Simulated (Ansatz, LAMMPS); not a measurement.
## Site preference of F in place of O in glassy 74TiO2-26ZrO2 (mol %) (105 atoms)

Aim: make F in place of O at several sites of glassy 74TiO2-26ZrO2 (mol %) (105 atoms), relax each, and compare their energies.

Method: Kohn-Sham DFT, PBEsol, PAW (set soft_2), plane waves, in Ansatz 0.2.0.

### 1. Set-up

The cell holds 105 atoms: 26 Ti, 9 Zr and 70 O. Its edges and angles: a = 11.076 Å, b = 11.076 Å, c = 11.076 Å, α = 90.0°, β = 90.0°, γ = 90.0°. 105 atoms (26 Ti, 9 Zr, 70 O) placed at random at 3.98 g/cm³, melted at 4000 K for 10 ps at fixed volume with the Morse and Coulomb pair potential with partial charges (Pedone, Malavasi, Menziani, Cormack and Segre, J. Phys. Chem. B 110, 11780 (2006)). Quenched from 4000 K to 300 K at 50 K/ps and fixed volume, held 10 ps at zero pressure, then minimised at fixed cell.

What the set-up can't give: The quench rate of 50 K/ps is many orders above laboratory rates, so the cell is likely richer in defects and strain than a real sample. The network of bonds at the start is that of the classical potential that made the cell, and needn't be the one that DFT or experiment would give. Sampling is at Γ alone, for a cell whose shortest periodic width is 11 Å.

### 2. Single point at the start

The forces at the start show how far the geometry lies from a minimum of this functional.

The input, input.yaml:

```yaml
crystal:
  lattice:
    - [11.07581, 0.0, 0.0]
    - [0.0, 11.07581, 0.0]
    - [0.0, 0.0, 11.07581]
  atoms:
    - { symbol: Ti, position: [0.18823, 0.19801, 0.67109] }
    - { symbol: Ti, position: [0.61608, 0.58385, 0.71554] }
    - { symbol: Ti, position: [0.70084, 0.85871, 0.78781] }
    - { symbol: Ti, position: [0.34767, 0.19834, 0.42061] }
    - { symbol: Ti, position: [0.44547, 0.00042, 0.66536] }
    - { symbol: Ti, position: [0.30785, 0.9275, 0.21832] }
    - { symbol: Ti, position: [0.5606, 0.58396, 0.37109] }
    - { symbol: Ti, position: [0.56582, 0.92492, 0.38684] }
    - { symbol: Ti, position: [0.2123, 0.41703, 0.2158] }
    - { symbol: Ti, position: [0.61395, 0.25841, 0.26262] }
    - { symbol: Ti, position: [0.48757, 0.52923, 0.08749] }
    - { symbol: Ti, position: [0.74828, 0.25003, 0.61022] }
    - { symbol: Ti, position: [0.8676, 0.36454, 0.36847] }
    - { symbol: Ti, position: [0.79507, 0.72551, 0.22001] }
    - { symbol: Ti, position: [0.44881, 0.30555, 0.70971] }
    - { symbol: Ti, position: [0.19611, 0.38432, 0.91299] }
    - { symbol: Ti, position: [0.03992, 0.73549, 0.61014] }
    - { symbol: Ti, position: [0.84822, 0.56056, 0.95226] }
    - { symbol: Ti, position: [0.2098, 0.91656, 0.80791] }
    - { symbol: Ti, position: [0.72478, 0.01677, 0.10922] }
    - { symbol: Ti, position: [0.8626, 0.9678, 0.48989] }
    - { symbol: Ti, position: [0.26406, 0.48429, 0.50592] }
    - { symbol: Ti, position: [0.0415, 0.99731, 0.07421] }
    - { symbol: Ti, position: [0.36922, 0.63099, 0.8126] }
    - { symbol: Ti, position: [0.99521, 0.42421, 0.67776] }
    - { symbol: Ti, position: [0.10828, 0.7511, 0.29664] }
    - { symbol: Zr, position: [0.42332, 0.13327, 0.99104] }
    - { symbol: Zr, position: [0.33585, 0.74708, 0.50427] }
    - { symbol: Zr, position: [0.16602, 0.71086, 0.99388] }
    - { symbol: Zr, position: [0.52508, 0.80975, 0.07312] }
    - { symbol: Zr, position: [0.94041, 0.2677, 0.07432] }
    - { symbol: Zr, position: [0.11081, 0.13721, 0.34557] }
    - { symbol: Zr, position: [0.9311, 0.10446, 0.77657] }
    - { symbol: Zr, position: [0.80502, 0.64639, 0.5231] }
    - { symbol: Zr, position: [0.6769, 0.2944, 0.94186] }
    - { symbol: O, position: [0.58702, 0.95681, 0.72665] }
    - { symbol: O, position: [0.09528, 0.8308, 0.71697] }
    - { symbol: O, position: [0.199, 0.1688, 0.51256] }
    - { symbol: O, position: [0.13598, 0.65482, 0.16725] }
    - { symbol: O, position: [0.47825, 0.91516, 0.24667] }
    - { symbol: O, position: [0.13558, 0.05985, 0.74824] }
    - { symbol: O, position: [0.72537, 0.7359, 0.67614] }
    - { symbol: O, position: [0.75292, 0.27238, 0.44122] }
    - { symbol: O, position: [0.83139, 0.33296, 0.2144] }
    - { symbol: O, position: [0.13059, 0.72465, 0.47735] }
    - { symbol: O, position: [0.12038, 0.9047, 0.19954] }
    - { symbol: O, position: [0.11494, 0.89932, 0.95956] }
    - { symbol: O, position: [0.84453, 0.39434, 0.97174] }
    - { symbol: O, position: [0.80315, 0.62541, 0.09568] }
    - { symbol: O, position: [0.65209, 0.79917, 0.92804] }
    - { symbol: O, position: [0.59512, 0.43238, 0.29939] }
    - { symbol: O, position: [0.27526, 0.80186, 0.33338] }
    - { symbol: O, position: [0.8822, 0.51468, 0.41492] }
    - { symbol: O, position: [0.51269, 0.77936, 0.4479] }
    - { symbol: O, position: [0.03748, 0.13507, 0.17299] }
    - { symbol: O, position: [0.3078, 0.04613, 0.10529] }
    - { symbol: O, position: [0.28786, 0.61136, 0.63273] }
    - { symbol: O, position: [0.51414, 0.23818, 0.85811] }
    - { symbol: O, position: [0.83626, 0.94592, 0.80308] }
    - { symbol: O, position: [0.73782, 0.55183, 0.8229] }
    - { symbol: O, position: [0.24448, 0.27436, 0.29861] }
    - { symbol: O, position: [0.94077, 0.7521, 0.28744] }
    - { symbol: O, position: [0.48732, 0.213, 0.35017] }
    - { symbol: O, position: [0.77555, 0.21941, 0.7893] }
    - { symbol: O, position: [0.95701, 0.60144, 0.64333] }
    - { symbol: O, position: [0.35414, 0.0061, 0.84863] }
    - { symbol: O, position: [0.71321, 0.66919, 0.35491] }
    - { symbol: O, position: [0.09899, 0.38097, 0.09594] }
    - { symbol: O, position: [0.26521, 0.31862, 0.76114] }
    - { symbol: O, position: [0.35026, 0.47003, 0.14764] }
    - { symbol: O, position: [0.64027, 0.55615, 0.55165] }
    - { symbol: O, position: [0.45951, 0.64145, 0.9674] }
    - { symbol: O, position: [0.12706, 0.43814, 0.58392] }
    - { symbol: O, position: [0.77696, 0.16315, 0.03179] }
    - { symbol: O, position: [0.68811, 0.10314, 0.24601] }
    - { symbol: O, position: [0.2741, 0.76262, 0.84731] }
    - { symbol: O, position: [0.84474, 0.38444, 0.62879] }
    - { symbol: O, position: [0.00549, 0.14106, 0.94586] }
    [... 21 atom lines left out ...]
    - { symbol: O, position: [0.49564, 0.69332, 0.7297] }
    - { symbol: O, position: [0.00095, 0.28135, 0.38038] }
    - { symbol: O, position: [0.32745, 0.88869, 0.62866] }
    - { symbol: O, position: [0.02586, 0.24263, 0.68466] }
    - { symbol: O, position: [0.55114, 0.23876, 0.10165] }
    - { symbol: O, position: [0.33168, 0.80684, 0.08918] }
kpoints:
  mp_grid: { grid: [1, 1, 1] }
hamiltonian:
  xc: pbesol
scf:
  occupations: { method: gaussian, width: 0.025 }
output:
  forces: true
```

Launch:

```sh
$ ansatz run input.yaml --threads 4 --pin off --max-ram 8192MiB --backend cpu --events-out ev --progress --plain --runs-dir out
```

Numbers of over 12 decimals in the logs are rounded to 6 here.

What it wrote:

```text
[...]
Pseudopotentials: kind: paw
Pseudopotential: Ti, paw, valence charge 12, recommended cutoff 420 eV (normal), Ti.paw.azcp
Pseudopotential: Zr, paw, valence charge 12, recommended cutoff 420 eV (normal), Zr.paw.azcp
Pseudopotential: O, paw, valence charge 6, recommended cutoff 420 eV (normal), O.paw.azcp
[...]
Crystal: 105 atoms, lattice volume = 1358.709 Å³
Basis set: ecut = 420 eV, 26745 PW (Γ), exchange–correlation on 150×150×150 points (8 copies of the dense FFT grid, shifted against one another)
Bands: 525, of which v1, the nominal top of the filled ones, is band 420 counted from 1 (419 counted from 0)
Symmetry: 1 space group operations
Space group: P1 (ITA 1), of the structure as read, at distance tolerance 1.1e-4 Å
k-points: 1
[...]
Initial density: superposition of atomic densities (neutral atoms: chi_scale 0, normalization atom), corrected by the library's trained network
Initial wavefunctions: pseudopotential atomic-orbital guess
[...]
SCF iter   1: F=—  HF=-140876.049644 eV  |F-HF|=—  |Δ(HF+E_count)|=         —  Δρ=1.62e-2  dr2=3.11e0  ethr=1.77e-3  ⟨swp⟩=4.0  Hψ=1914  notcnv=0  defer=58
preconditioner: auto → Resta (q_TF=auto, 2.518 Å⁻¹)  ε∞=7.0  [insulator: Δε(μ)=2.028 eV  Ē_g=9.710 eV  σ=0.025 eV  W_gap=1.00  n_scr=364 (ndim 8)  ℏωp=23.8 eV  f_vac=0.093  D(μ)=0.00/eV (n_scr^D=0)  ε∞_Penn≈7.0]
SCF iter   2: F=—  HF=-140875.538049 eV  |F-HF|=—  |Δ(HF+E_count)|=   5.12e-1  Δρ=7.97e-3  dr2=8.05e-1  ethr=3.70e-4  ⟨swp⟩=2.0  Hψ=838  notcnv=0  defer=97
SCF iter   3: F=—  HF=-140875.404796 eV  |F-HF|=—  |Δ(HF+E_count)|=   1.33e-1  Δρ=2.37e-3  dr2=6.49e-2  ethr=9.59e-5  ⟨swp⟩=3.0  Hψ=664  notcnv=0  defer=58
automatic band count: iteration 3 solves 486 bands in place of 525: the levels show a gap, and the empty bands left out lie too high to hold charge; the band table lists the bands solved (type scf.n_extra_bands for more)
SCF iter   4: F=—  HF=-140875.397966 eV  |F-HF|=—  |Δ(HF+E_count)|=   6.83e-3  Δρ=1.01e-3  dr2=1.37e-2  ethr=7.73e-6  ⟨swp⟩=2.0  Hψ=751  notcnv=0  defer=58
SCF iter   5: F=—  HF=-140875.397734 eV  |F-HF|=—  |Δ(HF+E_count)|=   2.32e-4  Δρ=5.38e-4  dr2=4.71e-3  ethr=1.64e-6  ⟨swp⟩=2.0  Hψ=855  notcnv=0  defer=58
[...]
SCF iter  12: F=—  HF=-140875.394649 eV  |F-HF|=—  |Δ(HF+E_count)|=   1.89e-7  Δρ=3.00e-6  dr2=1.60e-7  ethr=1.79e-10  ⟨swp⟩=2.0  Hψ=648  notcnv=0  defer=58
SCF iter  13: F=-140875.394649 eV  HF=-140875.394649 eV  |F-HF|=4.57e-9  |Δ(HF+E_count)|=   1.09e-7  Δρ=1.70e-6  dr2=5.32e-8  ethr=1.19e-11  ⟨swp⟩=3.0  Hψ=1330  notcnv=0
SCF 1 converged in 13 iterations: F = -140875.394649 eV  dr2 = 5.32e-8
[...]
SCF converged after 13 iterations
Free energy (F): -140875.394649 eV
Harris-Foulkes:  -140875.394649 eV  (|F-HF|=4.57e-9)
Internal energy: -140875.394649 eV  (E = F + TS)
E sigma→0 (E₀):  -140875.394649 eV
Fermi energy:    7.904310 eV
--- Per-component energies (eV) ---
[...]
Σ components = -140875.394649   (vs F -140875.394649, Δ=0.00e0)
--- Forces (eV/Å), atoms counted from 1 ---
  atom   1  Ti    -0.24330856     0.34432508     0.63810392
  atom   2  Ti    -0.42086178     0.00975307    -0.21183202
  atom   3  Ti     0.20824101    -0.51564530     0.06705749
  atom   4  Ti    -0.91797225    -0.05146918     0.18681742
[...]
atom 105  O      0.48893287    -0.02694255    -0.33578404
  max |Σ_I F_I| component: 5.23e-5 eV/Å
```

Wall time 25 s (4 threads of Arm Neoverse V2, shared host); peak memory 2.1 GiB.

The r.m.s. force at the start is 0.63 eV/Å.

### 3. Relaxation

The atoms are relaxed in the fixed cell, aiming at the force tolerance of the input.

The input, input.yaml:

```yaml
crystal:
  lattice:
    - [11.07581, 0.0, 0.0]
    - [0.0, 11.07581, 0.0]
    - [0.0, 0.0, 11.07581]
  atoms:
    [... the 105 atom lines of step 2 ...]
kpoints:
  mp_grid: { grid: [1, 1, 1] }
hamiltonian:
  xc: pbesol
scf:
  occupations: { method: gaussian, width: 0.025 }
output:
  forces: true
relax:
  f_tol: 0.05
  max_steps: 120
```

What it wrote:

```text
[...]
Crystal: 105 atoms, lattice volume = 1358.709 Å³
Basis set: ecut = 420 eV, 26745 PW (Γ), exchange–correlation on 150×150×150 points (8 copies of the dense FFT grid, shifted against one another)
Bands: 525, of which v1, the nominal top of the filled ones, is band 420 counted from 1 (419 counted from 0)
Symmetry: 1 space group operations
[...]
k-points: 1
[...]
SCF iter   1: F=—  HF=-140876.049644 eV  |F-HF|=—  |Δ(HF+E_count)|=         —  Δρ=1.62e-2  dr2=3.11e0  ethr=1.77e-3  ⟨swp⟩=4.0  Hψ=1914  notcnv=0  defer=58
[...]
SCF iter   7: F=—  HF=-140875.394578 eV  |F-HF|=—  |Δ(HF+E_count)|=   8.00e-5  Δρ=1.06e-4  dr2=1.81e-4  ethr=7.43e-8  ⟨swp⟩=2.0  Hψ=848  notcnv=0  defer=97
SCF iter   8: F=-140875.394627 eV  HF=-140875.394634 eV  |F-HF|=6.59e-6  |Δ(HF+E_count)|=   5.60e-5  Δρ=4.96e-5  dr2=4.31e-5  ethr=7.44e-9  ⟨swp⟩=2.0  Hψ=1607  notcnv=0
SCF 1 converged in 8 iterations: F = -140875.394627 eV  dr2 = 4.31e-5
[...]
relax step   1: F+E_penalty+E_count = -140875.39462738 eV  Δ(F+E_penalty+E_count) = +0.000e0 eV  max|allowed force component| = 2.288e0 eV/Å  Δτ_max = 0.0000 Å  (8 SCF iters, dr2 threshold 6.25e-5 eV, accepted)
[...]
relax step   2: F+E_penalty+E_count = -140877.59552661 eV  Δ(F+E_penalty+E_count) = -2.201e0 eV  max|allowed force component| = 1.395e0 eV/Å  Δτ_max = 0.1461 Å  (8 SCF iters, dr2 threshold 1.00e-4 eV, accepted)
[...]
relax step   3: F+E_penalty+E_count = -140878.31113112 eV  Δ(F+E_penalty+E_count) = -7.156e-1 eV  max|allowed force component| = 9.269e-1 eV/Å  Δτ_max = 0.0791 Å  (7 SCF iters, dr2 threshold 1.00e-4 eV, accepted)
relax step   4: F+E_penalty+E_count = -140878.96426811 eV  Δ(F+E_penalty+E_count) = -6.531e-1 eV  max|allowed force component| = 4.462e-1 eV/Å  Δτ_max = 0.2000 Å  (8 SCF iters, dr2 threshold 1.00e-4 eV, accepted)
relax step   5: F+E_penalty+E_count = -140879.33511343 eV  Δ(F+E_penalty+E_count) = -3.708e-1 eV  max|allowed force component| = 5.504e-1 eV/Å  Δτ_max = 0.2000 Å  (8 SCF iters, dr2 threshold 4.61e-5 eV, accepted)
relax step   6: F+E_penalty+E_count = -140879.38686517 eV  Δ(F+E_penalty+E_count) = -5.175e-2 eV  max|allowed force component| = 9.344e-1 eV/Å  Δτ_max = 0.1597 Å  (8 SCF iters, dr2 threshold 7.02e-5 eV, accepted)
relax step   7: F+E_penalty+E_count = -140879.75205985 eV  Δ(F+E_penalty+E_count) = -3.652e-1 eV  max|allowed force component| = 2.742e-1 eV/Å  Δτ_max = 0.2000 Å  (7 SCF iters, dr2 threshold 1.00e-4 eV, accepted)
relax step   8: F+E_penalty+E_count = -140879.90617777 eV  Δ(F+E_penalty+E_count) = -1.541e-1 eV  max|allowed force component| = 2.386e-1 eV/Å  Δτ_max = 0.2000 Å  (9 SCF iters, dr2 threshold 6.47e-6 eV, accepted)
relax step   9: F+E_penalty+E_count = -140879.92508972 eV  Δ(F+E_penalty+E_count) = -1.891e-2 eV  max|allowed force component| = 2.778e-1 eV/Å  Δτ_max = 0.0763 Å  (9 SCF iters, dr2 threshold 4.90e-6 eV, accepted)
relax step  10: F+E_penalty+E_count = -140879.92071737 eV  Δ(F+E_penalty+E_count) = +4.372e-3 eV  max|allowed force component| = 3.157e-1 eV/Å  Δτ_max = 0.2000 Å  (8 SCF iters, dr2 threshold 5.84e-5 eV, rejected (line search))
relax step  11: F+E_penalty+E_count = -140879.99548949 eV  Δ(F+E_penalty+E_count) = -7.040e-2 eV  max|allowed force component| = 1.812e-1 eV/Å  Δτ_max = 0.1000 Å  (12 SCF iters, accepted)
relax step  12: F+E_penalty+E_count = -140880.02829389 eV  Δ(F+E_penalty+E_count) = -3.280e-2 eV  max|allowed force component| = 1.214e-1 eV/Å  Δτ_max = 0.1000 Å  (8 SCF iters, dr2 threshold 1.40e-5 eV, accepted)
relax step  13: F+E_penalty+E_count = -140880.03095954 eV  Δ(F+E_penalty+E_count) = -2.666e-3 eV  max|allowed force component| = 1.930e-1 eV/Å  Δτ_max = 0.1245 Å  (9 SCF iters, dr2 threshold 6.27e-6 eV, accepted)
relax step  14: F+E_penalty+E_count = -140879.84016655 eV  Δ(F+E_penalty+E_count) = +1.908e-1 eV  max|allowed force component| = 5.740e-1 eV/Å  Δτ_max = 0.2000 Å  (9 SCF iters, dr2 threshold 1.67e-5 eV, rejected (line search))
relax step  15: F+E_penalty+E_count = -140880.06162777 eV  Δ(F+E_penalty+E_count) = -3.067e-2 eV  max|allowed force component| = 2.323e-1 eV/Å  Δτ_max = 0.0742 Å  (13 SCF iters, accepted)
relax step  16: F+E_penalty+E_count = -140880.06679630 eV  Δ(F+E_penalty+E_count) = -5.169e-3 eV  max|allowed force component| = 1.641e-1 eV/Å  Δτ_max = 0.1000 Å  (7 SCF iters, dr2 threshold 5.39e-5 eV, accepted)
relax step  17: F+E_penalty+E_count = -140880.07809592 eV  Δ(F+E_penalty+E_count) = -1.130e-2 eV  max|allowed force component| = 7.121e-2 eV/Å  Δτ_max = 0.0215 Å  (6 SCF iters, dr2 threshold 1.35e-5 eV, accepted)
relax step  18: F+E_penalty+E_count = -140879.95716848 eV  Δ(F+E_penalty+E_count) = +1.209e-1 eV  max|allowed force component| = 2.451e-1 eV/Å  Δτ_max = 0.2000 Å  (13 SCF iters, rejected (line search))
[...]
relax step  19: F+E_penalty+E_count = -140880.08270398 eV  Δ(F+E_penalty+E_count) = -4.608e-3 eV  max|allowed force component| = 4.915e-2 eV/Å  Δτ_max = 0.0372 Å  (13 SCF iters, accepted)
SCF converged after 13 iterations
Free energy (F): -140880.082704 eV
[...]
Internal energy: -140880.082704 eV  (E = F + TS)
E sigma→0 (E₀):  -140880.082704 eV
Fermi energy:    7.891180 eV
[...]
Σ components = -140880.082704   (vs F -140880.082704, Δ=0.00e0)
--- Forces (eV/Å), atoms counted from 1 ---
  atom   1  Ti    -0.02419255     0.00331669     0.00237467
  atom   2  Ti     0.00496932    -0.00756243     0.01256236
  atom   3  Ti    -0.00129361    -0.01802725    -0.02065381
  atom   4  Ti    -0.01226649     0.00580083     0.00004968
[...]
atom 105  O     -0.00649385    -0.00030427     0.00111511
  max |Σ_I F_I| component: 6.38e-5 eV/Å
--- Relaxed structure (19 steps of the walk, 16 accepted, 0 SCFs on fresh bases) ---
  F+E_penalty+E_count = -140880.08270398 eV   max|allowed force component| = 4.915e-2 eV/Å
  atoms:
    - { symbol: Ti, position: [0.170104, 0.207355, 0.666333] }
    - { symbol: Ti, position: [0.594669, 0.574898, 0.715815] }
    - { symbol: Ti, position: [0.703155, 0.843975, 0.785898] }
    - { symbol: Ti, position: [0.370597, 0.152265, 0.458745] }
[...]
- { symbol: O, position: [0.365335, 0.845910, 0.071995] }
```

The job ended after 6.1 min (4 threads; peak memory 2.2 GiB; 24 min of CPU time).

The relaxation converged after 19 steps, 4.69 eV below its start, with a largest force component of 0.049 eV/Å.

### 4. Single point at the relaxed geometry

One more single point at the end of the walk gives the fuller output and checks the residual forces.

The input, input.yaml:

```yaml
crystal:
  lattice:
    - [11.07581, 0.0, 0.0]
    - [0.0, 11.07581, 0.0]
    - [0.0, 0.0, 11.07581]
  atoms:
    - { symbol: Ti, position: [0.1701, 0.20736, 0.66633] }
    - { symbol: Ti, position: [0.59467, 0.5749, 0.71582] }
    - { symbol: Ti, position: [0.70315, 0.84397, 0.7859] }
    - { symbol: Ti, position: [0.3706, 0.15227, 0.45874] }
    - { symbol: Ti, position: [0.43186, 0.9801, 0.67506] }
    - { symbol: Ti, position: [0.32432, 0.93915, 0.19811] }
    [... 93 atom lines left out ...]
    - { symbol: O, position: [0.47797, 0.6916, 0.74551] }
    - { symbol: O, position: [0.00686, 0.25913, 0.39368] }
    - { symbol: O, position: [0.32893, 0.87298, 0.60789] }
    - { symbol: O, position: [0.00397, 0.23827, 0.67266] }
    - { symbol: O, position: [0.55972, 0.26236, 0.10913] }
    - { symbol: O, position: [0.36534, 0.84591, 0.072] }
kpoints:
  mp_grid: { grid: [1, 1, 1] }
hamiltonian:
  xc: pbesol
scf:
  occupations: { method: gaussian, width: 0.025 }
output:
  forces: true
  stress: true
  populations: intrinsic
  dos:
    method: { smearing: { sigma: 0.08 } }
    de: 0.1
    projected: { site_lists: { O: [O], Ti: [Ti], Zr: [Zr] } }
  eigenvalues: true
  write_density: true
  write_potential: true
  volumetric_format: npy
  elf: true
```

What it wrote:

```text
[...]
Crystal: 105 atoms, lattice volume = 1358.709 Å³
Basis set: ecut = 420 eV, 26745 PW (Γ), exchange–correlation on 150×150×150 points (8 copies of the dense FFT grid, shifted against one another)
Bands: 525, of which v1, the nominal top of the filled ones, is band 420 counted from 1 (419 counted from 0)
Symmetry: 1 space group operations
[...]
k-points: 1
[...]
SCF iter   1: F=—  HF=-140880.754136 eV  |F-HF|=—  |Δ(HF+E_count)|=         —  Δρ=1.65e-2  dr2=3.22e0  ethr=1.77e-3  ⟨swp⟩=4.0  Hψ=1918  notcnv=0  defer=55
[...]
SCF iter  13: F=-140880.082705 eV  HF=-140880.082705 eV  |F-HF|=2.29e-8  |Δ(HF+E_count)|=   1.59e-7  Δρ=1.77e-6  dr2=6.47e-8  ethr=1.19e-11  ⟨swp⟩=14.0  Hψ=3472  notcnv=0
SCF 1 converged in 13 iterations: F = -140880.082705 eV  dr2 = 6.47e-8
[...]
SCF converged after 13 iterations
Free energy (F): -140880.082705 eV
[...]
Internal energy: -140880.082705 eV  (E = F + TS)
E sigma→0 (E₀):  -140880.082705 eV
Fermi energy:    7.891058 eV
[...]
--- Forces (eV/Å), atoms counted from 1 ---
  atom   1  Ti    -0.02415057     0.00297494     0.00358633
  atom   2  Ti     0.00542932    -0.00816684     0.01074622
  atom   3  Ti     0.00113742    -0.01623900    -0.02050773
  atom   4  Ti    -0.01395593     0.00458513     0.00068825
  atom   5  Ti    -0.00844869    -0.00109055     0.00522113
  atom   6  Ti     0.01092574    -0.02251946     0.02680770
  atom   7  Ti    -0.01503220    -0.00359556    -0.00065252
  atom   8  Ti     0.00020048    -0.00421002    -0.01589843
  atom   9  Ti    -0.01921266    -0.01488901     0.00422836
  atom  10  Ti    -0.01046327     0.01631609    -0.03145113
  atom  11  Ti     0.02701262     0.01462929    -0.01257680
  atom  12  Ti    -0.00045649     0.01144476    -0.00318195
  atom  13  Ti     0.02720732     0.01597191     0.01660207
  atom  14  Ti    -0.01180509     0.00164817    -0.02002962
[...]
atom 104  O      0.00278373     0.00552447     0.01963328
  atom 105  O     -0.00695793    -0.00060001     0.00040549
  max |Σ_I F_I| component: 6.75e-5 eV/Å
--- Stress (GPa, compression-positive) ---
       -4.153095       0.214863      -0.309134
        0.214863      -4.069475      -0.566558
       -0.309134      -0.566558      -4.158568
  P = ⅓ Tr σ = -4.1270 GPa (-41.270 kbar)
--- Band table (eV) ---
[...]
--- intrinsic populations: 105 sites ---
  site symbol       q [e]
     0     Ti     10.6973
     1     Ti     10.7012
     2     Ti     10.7201
[...]
104      O      6.5846
  spilling = 0.000000 (of n_electrons = 840.000000)
```

It took 40 s on 4 threads; peak memory 2.2 GiB; 2.6 min of CPU time.

The run gave:

* free energy: -140880.0827 eV
* free energy per atom: -1341.7151 eV/atom
* SCF cycles: 13
* pressure: -4.127 GPa
* r.m.s. force component: 0.01158 eV/Å
* longest force: 0.06183 eV/Å
* Fermi energy: 7.891 eV
* gap (highest filled to lowest empty level): 2.44 eV

(Part 1 of 2 ends here.)

[Logs are printed without paths, hosts, clocks, repeated set-up lines and the standing remarks that a program may print on its own settings, such as how far it seeks lower states.]

[Hosts, paths, dates, database ids (printed as entryN), source tags and the programs' standing remarks are cut or masked in the printed files.]
